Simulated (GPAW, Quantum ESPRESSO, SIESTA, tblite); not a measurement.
# SIESTA on twisted graphene bilayer, 50.57° (148 atoms): settings against a plane-wave reference, part 2 of 2

Wanted: SIESTA inputs and outputs for twisted graphene bilayer, 50.57° (148 atoms), checked against a plane-wave reference.

Program: SIESTA 5.4.2; the method stands at each step. Banners, paths, timers and routine set-up lines are dropped from the logs unmarked, and long logs keep their key lines alone; longer cuts are marked. The potentials were converted by us to PSML.

So far. Step 3 (PBE, DZP, shift 0.02 Ry, mesh 300 Ry): Against the first run (13 %), the force difference from the reference is 12 %, at 0.73 times the CPU time: tighter orbitals come nearer here, likely by a cancellation of errors. Step 4 (PBE, SZ, shift 0.01 Ry, mesh 300 Ry): Against the first run (13 %), the force difference from the reference is 39 %, at 0.18 times the CPU time (on 1 against 4 cores), with 592 basis functions against 1924: the smaller basis costs accuracy.

### 5. PBE, DZ, shift 0.01 Ry, mesh 300 Ry

Method: Kohn-Sham DFT, PBE, PseudoDojo 0.4.1 norm-conserving pseudopotentials (converted to PSML), numerical atomic orbitals (DZ), diagonalisation.

input.fdf

```
SystemLabel cell
NumberOfAtoms 148
NumberOfSpecies 1
%block ChemicalSpeciesLabel
  1 6 C
%endblock ChemicalSpeciesLabel
LatticeConstant 1.0 Ang
%block LatticeVectors
  14.96360 0.00000 0.00000
  -7.48180 12.95886 0.00000
  0.00000 0.00000 15.53000
%endblock LatticeVectors
PAO.BasisSize DZ
PAO.EnergyShift 0.01 Ry
XC.Functional GGA
XC.Authors PBE
MeshCutoff 300 Ry
%block kgrid_Monkhorst_Pack
  1 0 0 0.0
  0 1 0 0.0
  0 0 1 0.0
%endblock kgrid_Monkhorst_Pack
SolutionMethod diagon
OccupationFunction FD
ElectronicTemperature 580 K
SCF.Mixer.Method Pulay
SCF.Mixer.Weight 0.05
SCF.Mixer.History 8
SCF.Mix Hamiltonian
MaxSCFIterations 300
SCF.DM.Tolerance 1e-04
SCF.H.Tolerance 1.0e-3 eV
WriteForces T
Write.HirshfeldPop T
Write.VoronoiPop T
Write.DM F
Write.H F
XML.Write F
AtomicCoordinatesFormat Fractional
%block AtomicCoordinatesAndAtomicSpecies
[... 148 atom lines left out: the same atoms as in the first run ...]
%endblock AtomicCoordinatesAndAtomicSpecies
```

Launch:

```
OMP_NUM_THREADS=1 mpirun -np 2 siesta < input.fdf > output.txt
```

What it wrote:

```text
Version         : 5.4.2
reinit: System Name:
reinit: System Label: cell
initatom: Reading input for the pseudopotentials and atomic orbitals ----------
Species number:   1 Atomic number:    6 Label: C
Ground state valence configuration (from tables):   2s02  2p02  3d00  4f00
---- Processing specs for species: C
GGA--PBE XC_GGA_X_PBE--XC_GGA_C_PBE pb
C pseudopotential only contains V_ls up to l=1 -- lmxkb reset.
Using PAO.SplitTailNorm
%block ChemicalSpeciesLabel
    1    6 C                       # Species index, atomic number, species label
%endblock ChemicalSpeciesLabel
%block PAO.Basis                 # Define Basis set
C                     2                    # Species label, number of l-shells
 n=2   0   2                         # n, l, Nzeta
   4.484      3.048
[... lines left out ...]
Total number of electrons:   592.000000
[... lines left out ...]
stepf: Fermi-Dirac step function
        iscf     Eharris(eV)        E_KS(eV)     FreeEng(eV)     dDmax    Ef(eV) dHmax(eV)
[... lines left out ...]
SCF Convergence by DM+H criterion
[... lines left out ...]
SCF cycle converged after 12 iterations
[... lines left out ...]
   Max   17.671590
[... lines left out ...]
   Max   17.671590    constrained
Stress tensor Voigt[x,y,z,yz,xz,xy] (kbar):     -116.52     -104.47       -3.79       -1.01       -0.11        6.59
[... lines left out ...]
siesta: Ena     =     10986.339300
siesta: Ekin    =     16847.706236
siesta: Enl     =      -917.955156
siesta: DEna    =      -703.584022
siesta: DUscf   =        42.396999
siesta: Ex      =     -7901.452394
siesta: Ec      =      -754.398845
siesta: Exc     =     -8655.851238
siesta: Eharris =    -24160.882157
siesta: Etot    =    -24160.882154
siesta: FreeEng =    -24160.882154
siesta: Final energy (eV):
siesta:  Band Struct. =   -7988.640864
siesta:       Kinetic =   16847.706236
siesta:       Hartree =   83182.438305
siesta:         Exch. =   -7901.452394
siesta:         Corr. =    -754.398845
siesta:   Exch.-corr. =   -8655.851238
siesta:  Ion-electron = -181728.977517
siesta:       Ion-ion =   66193.802060
siesta:         Total =  -24160.882154
siesta:         Fermi =      -4.092614
siesta: Stress tensor (static) (eV/Ang**3):
siesta:    -0.072724    0.004114   -0.000067
siesta:     0.004114   -0.065203   -0.000632
siesta:    -0.000067   -0.000632   -0.002368
siesta: Cell volume =       3011.440897 Ang**3
siesta: Pressure (static):
siesta:                Solid            Molecule  Units
siesta:           0.00050933          0.00104222  Ry/Bohr**3
siesta:           0.04676489          0.09569262  eV/Ang**3
siesta:          74.92561432        153.31648679  kBar
    Orbital volume contribution        =          37.777857 eV
    (Free)E + p_basis*V_orbitals       =      -24123.104297 eV
    (Free)Eharris+ p_basis*V_orbitals  =      -24123.104300 eV
siesta: Electric dipole (a.u.)  =   -0.000000    0.000000   -0.012003
siesta: Electric dipole (Debye) =   -0.000000    0.000000   -0.030509
Hirshfeld Atomic Populations:
Atom #   charge [q] valence [e]  Species
     1     0.000091    3.999909  C
     2    -0.000442    4.000442  C
     3     0.001786    3.998214  C
[...]
--------------------
 Total    -0.000020
Voronoi Atomic Populations:
Atom #   charge [q] valence [e]  Species
[...]
147     0.006599    3.993401  C
   148     0.005509    3.994491  C
--------------------
 Total    -0.000020
```

It took 52 s on 2 MPI ranks of Arm Neoverse V2, shared host; peak memory 1.2 GiB.

Compared with the plane-wave run:

```
r.m.s. force component                  : 4.061 eV/Å
r.m.s. difference of force components   : 582.6 meV/Å
longest difference of force vectors     : 2976 meV/Å
force difference over r.m.s. force      : 16.64 %
slope of forces against the reference's : 1.159
correlation of force components         : 0.9991
```

This is a coarse setting, run to see what it loses.

Against the first run (13 %), the force difference from the reference is 17 %, at 0.30 times the CPU time (on 2 against 4 cores), with 1184 basis functions against 1924: the smaller basis costs accuracy.

### 6. PBE, TZP, shift 0.01 Ry, mesh 300 Ry

Method: Kohn-Sham DFT, PBE, PseudoDojo 0.4.1 norm-conserving pseudopotentials (converted to PSML), numerical atomic orbitals (TZP), diagonalisation.

Edit input.fdf of step 5 so:

```diff
@@ -12,3 +12,3 @@
 %endblock LatticeVectors
-PAO.BasisSize DZ
+PAO.BasisSize TZP
 PAO.EnergyShift 0.01 Ry
```

Launch:

```
OMP_NUM_THREADS=1 mpirun -np 4 siesta < input.fdf > output.txt
```

What it wrote:

```text
Version         : 5.4.2
reinit: System Name:
reinit: System Label: cell
initatom: Reading input for the pseudopotentials and atomic orbitals ----------
Species number:   1 Atomic number:    6 Label: C
Ground state valence configuration (from tables):   2s02  2p02  3d00  4f00
---- Processing specs for species: C
GGA--PBE XC_GGA_X_PBE--XC_GGA_C_PBE pb
C pseudopotential only contains V_ls up to l=1 -- lmxkb reset.
Using PAO.SplitTailNorm
%block ChemicalSpeciesLabel
    1    6 C                       # Species index, atomic number, species label
[... lines left out ...]
stepf: Fermi-Dirac step function
        iscf     Eharris(eV)        E_KS(eV)     FreeEng(eV)     dDmax    Ef(eV) dHmax(eV)
[... lines left out ...]
SCF Convergence by DM+H criterion
[... lines left out ...]
SCF cycle converged after 15 iterations
[... lines left out ...]
   Max   16.871509
[... lines left out ...]
   Max   16.871509    constrained
Stress tensor Voigt[x,y,z,yz,xz,xy] (kbar):     -111.82     -100.42       -1.39       -0.94       -0.13        6.01
[... lines left out ...]
siesta: FreeEng =    -24189.159028
[... lines left out ...]
siesta:         Corr. =    -755.489068
siesta:   Exch.-corr. =   -8654.405392
siesta:  Ion-electron = -181696.627787
siesta:       Ion-ion =   66193.802060
siesta:         Total =  -24189.159028
siesta:         Fermi =      -4.261702
siesta: Stress tensor (static) (eV/Ang**3):
siesta:    -0.069791    0.003754   -0.000078
siesta:     0.003754   -0.062676   -0.000586
siesta:    -0.000078   -0.000586   -0.000866
siesta: Cell volume =       3011.440897 Ang**3
siesta: Pressure (static):
siesta:                Solid            Molecule  Units
siesta:           0.00048406          0.00099482  Ry/Bohr**3
siesta:           0.04444462          0.09134022  eV/Ang**3
siesta:          71.20813396        146.34316184  kBar
    Orbital volume contribution        =          69.877896 eV
    (Free)E + p_basis*V_orbitals       =      -24119.281132 eV
    (Free)Eharris+ p_basis*V_orbitals  =      -24119.281133 eV
siesta: Electric dipole (a.u.)  =   -0.000000    0.000000   -0.007049
siesta: Electric dipole (Debye) =   -0.000000    0.000000   -0.017918
Hirshfeld Atomic Populations:
Atom #   charge [q] valence [e]  Species
     1     0.000351    3.999649  C
     2    -0.000096    4.000096  C
     3     0.001789    3.998211  C
[...]
--------------------
 Total    -0.000058
Voronoi Atomic Populations:
Atom #   charge [q] valence [e]  Species
[...]
147     0.004203    3.995797  C
   148     0.005570    3.994430  C
--------------------
 Total    -0.000057
```

Wall time 2.1 min (4 MPI ranks); peak memory 2.7 GiB.

Against the reference:

```yaml
r_m_s_force_component: 3.841 eV/Å
r_m_s_difference_of_force_components: 377.7 meV/Å
longest_difference_of_force_vectors: 2035 meV/Å
force_difference_over_r_m_s_force: 10.79 %
slope_of_forces_against_the_reference_s: 1.096
correlation_of_force_components: 0.999
```

Against the first run (13 %), the force difference from the reference is 11 %, at 1.5 times the CPU time, with 2516 basis functions against 1924: the larger basis brings the forces nearer.

### 7. All runs compared

Differences are against the plane-wave reference, forces as r.m.s. over components; share is that over the reference's r.m.s. force, slope the least-squares factor from reference forces to these. Total energies of different programs have different zeros and aren't compared.

```csv
run,"Δ force, r.m.s. (meV/Å)",share (%),slope,cores,CPU time,memory (GiB)
reference,-,-,-,8,34 min,11
"SIESTA PBE, DZP, shift 0.01 Ry, mesh 300 Ry",462,13.2,1.119,4,5.7 min,2.1
"SIESTA PBE, DZP, shift 0.02 Ry, mesh 300 Ry",428,12.2,1.111,4,4.1 min,1.9
"SIESTA PBE, SZ, shift 0.01 Ry, mesh 300 Ry (coarse)",1381,39.4,1.348,1,61 s,0.81
"SIESTA PBE, DZ, shift 0.01 Ry, mesh 300 Ry (coarse)",583,16.6,1.159,2,1.7 min,1.2
"SIESTA PBE, TZP, shift 0.01 Ry, mesh 300 Ry",378,10.8,1.096,4,8.5 min,2.7
```

Rows marked coarse were listed beforehand as settings not expected to be converged; some can still land near the reference.

CPU time is summed over cores on a shared host, where runs went side by side, so it is rough. Symmetry, cutoffs, thresholds, outputs and thread counts weren't matched or tuned between programs; memory under MPI is the largest rank's times the ranks.

### 8. Results

```yaml
nearest_in_forces: SIESTA PBE, TZP, shift 0.01 Ry, mesh 300 Ry, 11 %
its_cpu_time: 8.5 min
```

The PBE runs in local orbitals, coarse settings apart, differ by 11 % (SIESTA PBE, TZP, shift 0.01 Ry, mesh 300 Ry) to 13 % (SIESTA PBE, DZP, shift 0.01 Ry, mesh 300 Ry); basis, grid and potentials can all enter. Runs with settings chosen to be coarse differ by 17 % (SIESTA PBE, DZ, shift 0.01 Ry, mesh 300 Ry) to 39 % (SIESTA PBE, SZ, shift 0.01 Ry, mesh 300 Ry), their programs' other errors included. Of the electronic-structure runs that take under half the reference's CPU time, SIESTA PBE, TZP, shift 0.01 Ry, mesh 300 Ry comes nearest, at 11 % in 8.5 min against 34 min. SIESTA PBE, SZ, shift 0.01 Ry, mesh 300 Ry stiffens the forces by a factor of 1.35 while following their directions (correlation 0.991); the slopes of the 5 SIESTA runs lie between 1.10 and 1.35. The reference's PBE has no dispersion term, which matters for the binding between molecules or layers. One k-point is far too coarse for the carbon or group-IV sheet, and it can put spurious forces of up to about 1 eV/Å on the sheet's atoms. The electronic-structure runs sample only Γ, in a cell whose shortest periodic width is 13 Å.

[Also dropped from logs without a mark: logging warnings of Python, and SIESTA's first energy breakdown and zero terms.]

[Logs are printed without paths, hosts, clocks, repeated set-up lines and the standing remarks that a program may print on its own settings, such as how far it seeks lower states.]

[Hosts, paths, dates, database ids (printed as entryN), source tags and the programs' standing remarks are cut or masked in the printed files.]
